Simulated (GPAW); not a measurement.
# Core-hole calculation of the Mg K edge in NaMgF3 (Pm-3m), part 3 of 3

Aim: the near-edge shape at the Mg K edge of NaMgF3 (Pm-3m), and what the core hole does to it.

GPAW 26.7.0; X-ray absorption from dipole matrix elements to empty bands, plane-wave PAW LDA.

So far. Step 5 (Spectrum with FCH, Mg atom 1): Main maxima below 24 eV (height): 6.0 eV (1.96), 8.8 eV (3.56) and 14.6 eV (1.30).  Step 5 (Spectrum with FCH, Mg atom 1): The hole costs E(hole) − E(ground) = 1304.32 eV, and the lowest empty level of the hole cell on the spectrum's mesh lies at 4.38 eV, which puts the zero at 1308.70 eV. One term is added: -12.89 eV, since the hole is spin-paired here and a spin-polarised one costs that much less in the free atom (computed apart).

**8. Spectrum with FCH, Mg atom 1**

This attempt departs from the first core-hole run: charge keyword to -2.

xas.py

```python
import numpy as np
from ase import Atoms
from ase.parallel import parprint, paropen
from gpaw import GPAW, PW, FermiDirac, Mixer, MixerDif, setup_paths
from gpaw.test import gen
setup_paths.insert(0, '.')
gen('Mg', name='fch1s', xcname='LDA', corehole=(1, 0, 1), write_xml=True)
from gpaw.mpi import world
world.barrier()

atoms = Atoms('Mg2Na2F6',
    cell=[[3.950839, 0, 3.950839],
     [0, 3.950839, 3.950839],
     [-3.950839, 0, 3.950839]],
    scaled_positions=[[0.25, 0.5, 0.75],
     [0.75, 0.5, 0.25],
     [0, 0, 0],
     [0.5, 0, 0.5],
     [0, 0.5, 0],
     [0.5, 0.5, 0.5],
     [0.5, 0, 0],
     [0, 0, 0.5],
     [0, 0.5, 0.5],
     [0.5, 0.5, 0]],
    pbc=True)
atoms.calc = calc = GPAW(legacy_gpaw=True, mode=PW(500, force_complex_dtype=True), xc='LDA', setups={0: 'fch1s'},
    kpts={'size': (5, 5, 5), 'gamma': True}, occupations=FermiDirac(0.02),
    charge=-2, mixer=Mixer(0.1, 5, 50), maxiter=150,
    convergence={'density': 0.0001, 'eigenstates': 1e-6}, txt='scf.txt')
energy = atoms.get_potential_energy() + calc.get_reference_energy()
ef = calc.get_fermi_level()
out = dict(energy=energy, fermi=ef, forces=atoms.get_forces().tolist())
parprint(f'all-electron energy {energy:.4f} eV, Fermi level {ef:.4f} eV')
ev = np.array([[calc.get_eigenvalues(k, s) for k in range(len(calc.get_ibz_k_points()))] for s in range(calc.get_number_of_spins())])
out['homo'], out['lumo'], out['counts'] = ev[ev < ef].max(), ev[ev > ef].min(), sorted(set((ev < ef).sum((0, 2)).tolist()))
out['filled'] = (ev[:, 0] < ef).sum(1).tolist()

from ase.units import Ha
from gpaw.xas import dipole_matrix_elements
nb = int(calc.get_number_of_electrons() / 2) + 76
top, nb = nb, nb + 8 + nb // 12
nscf = calc.fixed_density(kpts={'size': (4, 4, 4), 'gamma': True}, nbands=nb,
    convergence={'bands': top, 'eigenstates': 5e-3}, maxiter=60, txt='nscf.txt')
cell = atoms.cell.array
ops = [cell.T @ U.T @ np.linalg.inv(cell.T) for U in nscf.wfs.kd.symmetry.op_scc]
filled = [38]  # bands filled in the ground state, by spin
E = np.arange(-6, 34, 0.1)
fwhm = np.interp(E, [4, 25], [0.9, 3.5])
Y, X, zero, highest = 0, 0, 1e9, 1e9
for spin in range(nscf.get_number_of_spins()):
    wfs = nscf.wfs
    mine = wfs.bd.get_slice()  # this rank's bands
    A = dipole_matrix_elements(wfs.setups[0])
    eps = np.zeros((wfs.kd.nibzkpts, nb))
    d = np.zeros((3, A.shape[1], wfs.kd.nibzkpts, nb), complex)
    for kpt in wfs.kpt_u:
        if kpt.s == spin and 0 in kpt.P_ani:
            eps[kpt.k, mine] = kpt.eps_n * Ha
            d[:, :, kpt.k, mine] = (kpt.weight * wfs.nspins / 2) ** 0.5 * np.inner(A, kpt.P_ani[0])
    world.sum(eps)
    world.sum(d)
    T = np.einsum('amkn,bmkn->abkn', d, d.conj()).real
    T = sum(np.einsum('ai,ijkn,bj->abkn', R, T, R) for R in ops) / len(ops)
    empty = np.ones_like(eps, bool) & (np.arange(nb) >= filled[spin])
    zero, highest = min(zero, eps[empty].min()), min(highest, eps[:, top - 1].min())
    lines = [(eps, T, empty)] if spin == 0 else lines + [(eps, T, empty)]
for eps, T, empty in lines:
    f = np.einsum('aakn->akn', T).reshape(3, -1)
    x = eps.ravel() - zero
    w = np.interp(x, E, fwhm) / 2.35482
    g = np.exp(-0.5 * ((E[:, None] - x) / w) ** 2) / (w * (2 * np.pi) ** 0.5)
    Y = Y + (f * empty.ravel()) @ g.T
    X = X + (f * ~empty.ravel()) @ g.T
out.update(E=E.round(2).tolist(), xas=Y.tolist(), xes=X.tolist(), zero=zero, valid=highest - zero, nk=len(eps), nb=nb)
for i in range(0, len(E), 10):
    parprint(f'{E[i]:7.2f}', *(f'{v:10.3e}' for v in Y[:, i]))
import json
with paropen('out.json', 'w') as f:
    json.dump(out, f)
```

Command:

```bash
$ OMP_NUM_THREADS=1 mpirun -n 4 gpaw python xas.py
```

Numbers of over 12 decimals in the logs are rounded to 6 here.

What it wrote:

```text
Input parameters:
  charge: -2
  convergence: {density: 0.0001,
                eigenstates: 1e-06}
  kpts: {gamma: True,
         size: (5, 5, 5)}
  maxiter: 150
  mixer: {backend: pulay,
          beta: 0.1,
          method: separate,
          nmaxold: 5,
          weight: 50}
  mode: {ecut: 500.0,
         force_complex_dtype: True,
         name: pw}
  occupations: {fixmagmom: False,
[...]
*d    :     0.000000
--------------------------------

Diagonalizing with gridspacing h=0.050

state   all-electron     PAW
-------------------------------
2s:      -4.035788    -4.036322
2p:      -2.903993    -2.904657
*d:                   -0.118527
*f:                   -0.020612
-------------------------------
all-electron energy -34581.1130 eV, Fermi level 7.0459 eV
[...]
32.00  7.245e-06  7.245e-06  7.245e-06
  33.00  5.660e-06  5.660e-06  5.660e-06
[key lines of the parts left out:]
Converged after 12 iterations.
Dipole moment: (-0.445080, -0.000000, -0.000000) |e|*Ang
Free energy:    -51.280740
Fermi level: 7.04594
```

Elapsed: 21 s, on 4 MPI ranks of Intel Xeon Platinum 8488C (Sapphire Rapids), shared host; peak memory 0.29 GiB.

The run finished. A setting was moved off its sound value on purpose, so it serves as a test and not as the result.

The fault put into the input: the charge keyword adds two electrons for one core hole.

This run also has another mesh (4×4×4 against 6×6×6), so the 17 % r.m.s. difference can't be laid on the changed setting alone. The highest intensity below 16 eV goes from 8.8 eV (3.56) to 9.1 eV (3.72).

```tsv
E (eV)	first run	this run
-2.0	0.00	0.00
-0.5	0.00	0.00
1.0	0.02	0.01
2.5	0.06	0.07
4.0	0.46	0.39
5.5	1.59	1.24
7.0	1.57	1.33
8.5	3.36	3.07
10.0	1.45	2.06
11.5	0.53	0.58
13.0	0.89	0.93
14.5	1.30	1.38
16.0	1.05	1.16
17.5	0.62	0.70
19.0	0.32	0.34
20.5	0.20	0.21
22.0	0.20	0.20
23.5	0.27	0.27
25.0	0.44	0.44
26.5	0.60	0.61
28.0	0.66	0.68
29.5	0.71	0.71
31.0	0.72	0.75
```

**9. What the core hole does**

Both curves are counted from their own zero, so only the shift of weight within the empty states shows.

```tsv
E (eV)	no hole	FCH
-2.0	0.00	0.00
-1.0	0.00	0.00
0.0	0.00	0.00
1.0	0.01	0.02
2.0	0.04	0.04
3.0	0.07	0.17
4.0	0.10	0.46
5.0	0.24	0.93
6.0	0.42	1.96
7.0	0.40	1.57
8.0	0.53	2.58
9.0	0.82	3.49
10.0	1.81	1.45
11.0	2.24	0.49
12.0	1.47	0.63
13.0	1.21	0.89
14.0	1.21	1.23
15.0	1.41	1.27
16.0	1.91	1.05
17.0	2.26	0.76
18.0	2.03	0.49
19.0	1.36	0.32
20.0	0.73	0.22
21.0	0.42	0.19
22.0	0.31	0.20
23.0	0.30	0.24
24.0	0.32	0.32
25.0	0.38	0.44
26.0	0.49	0.56
27.0	0.63	0.63
28.0	0.76	0.66
29.0	0.86	0.69
30.0	0.93	0.73
31.0	1.00	0.72
32.0	1.04	0.62
```

With each curve scaled to its own mean, the area from −2 to 6 eV with the hole is 2.6 against 0.7, and the centre of weight from −1 to 20 eV moves by -3.4 eV: the hole pulls the absorber's empty states down.

**10. What came out**

```yaml
absorber_and_edge: Mg K, atom 1 of the ground-state input (counted from 1)
surroundings: 6 F at 1.98 Å (octahedral, site symmetry m-3m)
highest_intensity_below_16_ev: 8.8 eV above the zero, height 3.56
photon_energy_of_the_zero_with_the_added_terms: 1295.8 eV (raw 1308.7 eV; LDA puts this hole about 6 eV below PBE, itself good to a few eV)
```

What this shows: The Mg K edge of atom 1, with 6 F at 1.98 Å (octahedral, site symmetry m-3m), has its highest intensity of the first 16 eV at 8.8 eV above the zero, near 1305 eV in photon energy (LDA puts this hole about 6 eV below PBE, itself good to a few eV), 3.6 times the mean level of the first 20 eV (Gaussian full width 0.9 eV up to 4 eV, rising linearly to 3.5 eV at 25 eV). With each curve scaled to its own mean, the area from −2 to 6 eV with the hole is 2.6 against 0.7, and the centre of weight from −1 to 20 eV moves by -3.4 eV: the hole pulls the absorber's empty states down. A cell with holes 4.0 Å apart changes the curve by 35 % r.m.s. (18 % after the best shift). The holes are only 5.6 Å apart, so the shape is probably not converged with cell size; no larger cell was run here. The mesh is coarse (0.27 Å⁻¹ between points), so small maxima may be mesh ripples. The structure is a computed Materials Project entry and may be a hypothetical form.

[Banner, clock and machine lines of the logs are left out without a mark of their own.]

[Logs are printed without paths, hosts, clocks, repeated set-up lines and the standing remarks that a program may print on its own settings, such as how far it seeks lower states.]

[Hosts, paths, dates, database ids (printed as entryN), source tags and the programs' standing remarks are cut or masked in the printed files.]

[Lists of maxima count a maximum above −3 eV only where it reaches 4 % of the highest in the window and stands out from its surroundings by 2 % of it (1.5 % where it reaches 55 %); shoulders and weaker maxima are passed over, and of the rest the first, up to two pre-edge ones and the few strongest are named.]
